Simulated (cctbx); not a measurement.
**Occupancies in PIr**

Cell a = 3.2840 Å, b = 4.2580 Å, c = 4.2390 Å, α = 90.00°, β = 90.00°, γ = 90.00°; space group Cmmm (no. 65); nominal formula PIr.

Simulated single-crystal data (cctbx): Cu Kα, λ = 1.54184 Å, to d = 0.83 Å, 95 % of the full sphere, strongest reflection 20000 counts, noise from counting, a 2 % proportional error and a noise floor of 8 counts (s.d.); no absorption, and some extinction, which the refinements don't model.

With every site full:

```text
Rint 0.016, 40 unique reflections to 0.85 A
cycle     R1     wR2    GooF  max shift (A)
   1  0.0855  0.1992  18.461   0.00000
   2  0.0226  0.0450   4.168   0.00000
final R1 0.0226 wR2 0.0450 GooF 4.168  parameters 6  data/parameter 6.7
atom        x        y        z      Ueq    occ   su(xyz)  su(Uiso or U11)
Ir1    0.00000  0.00000  0.00000   0.0078  1.000  0.00000  0.0007
P1     0.50000  0.00000  0.50000   0.0004  1.000  0.00000  0.0027  NPD
difference map: max 3.32 min -0.76 rms 0.53
Q1    0.0000  0.5000  0.5000    2    3.32  0.00 A from P1
Q2    0.0000  0.0000  0.0000    2    0.51  0.00 A from Ir1
Q3    0.0000  0.0000  0.5000    2    0.37  1.64 A from P1
Q4    0.0000  0.3153  0.2150    8    0.19  1.44 A from P1
Q5    0.2008  0.0000  0.2663    8    0.18  1.31 A from Ir1
Q6    0.1270  0.1547  0.3756   16    0.16  1.49 A from P1
```

With the occupancies of the suspect sites free, each still typed as its main element:

```text
Rint 0.016, 40 unique reflections to 0.85 A
cycle     R1     wR2    GooF  max shift (A)
   1  0.0440  0.1059   9.967   0.00000
   2  0.0048  0.0100   0.941   0.00000
final R1 0.0048 wR2 0.0100 GooF 0.938  parameters 7  data/parameter 5.7
atom        x        y        z      Ueq    occ   su(xyz)  su(Uiso or U11)
Ir1    0.00000  0.00000  0.00000   0.0082  0.770  0.00000  0.0002
P1     0.50000  0.00000  0.50000   0.0141  1.000  0.00000  0.0008
su of occupancy Ir1: 0.007
difference map: max 0.28 min -0.32 rms 0.09
Q1    0.0000  0.0000  0.5000    2    0.28  1.64 A from P1
Q2    0.0000  0.3059  0.2584    8    0.23  1.32 A from P1
Q3    0.1882  0.0000  0.2688    8    0.18  1.30 A from Ir1
Q4    0.2195  0.1604  0.5000    8    0.13  1.15 A from P1
Q5    0.0000  0.5000  0.0000    2    0.06  1.64 A from Ir1
Q6    0.2500  0.2500  0.0000    4    0.03  1.34 A from Ir1
```

**Question.** What is the disorder?

X-rays count electrons. Ir1 refines to 0.770(0.007), or 59.3 electrons; the site truly holds 0.75 Ir, 57.8 electrons, which is 0.750 of Ir. A value under 1 can't tell vacancies from a lighter guest, and one over 1 needs a heavier guest; chemistry or a second radiation must settle which. Occupancy correlates with U and the scale, so the match is approximate.

Freeing them takes R1 from 0.0226 to 0.0048 and GooF from 4.17 to 0.94.

The model is made up (kin elements in a known structure type, no relaxation), so it says nothing on whether the phase exists.

[Middle refinement cycles are left out of these outputs.]

[Logs are printed without paths, hosts, clocks, repeated set-up lines and the standing remarks that a program may print on its own settings, such as how far it seeks lower states.]
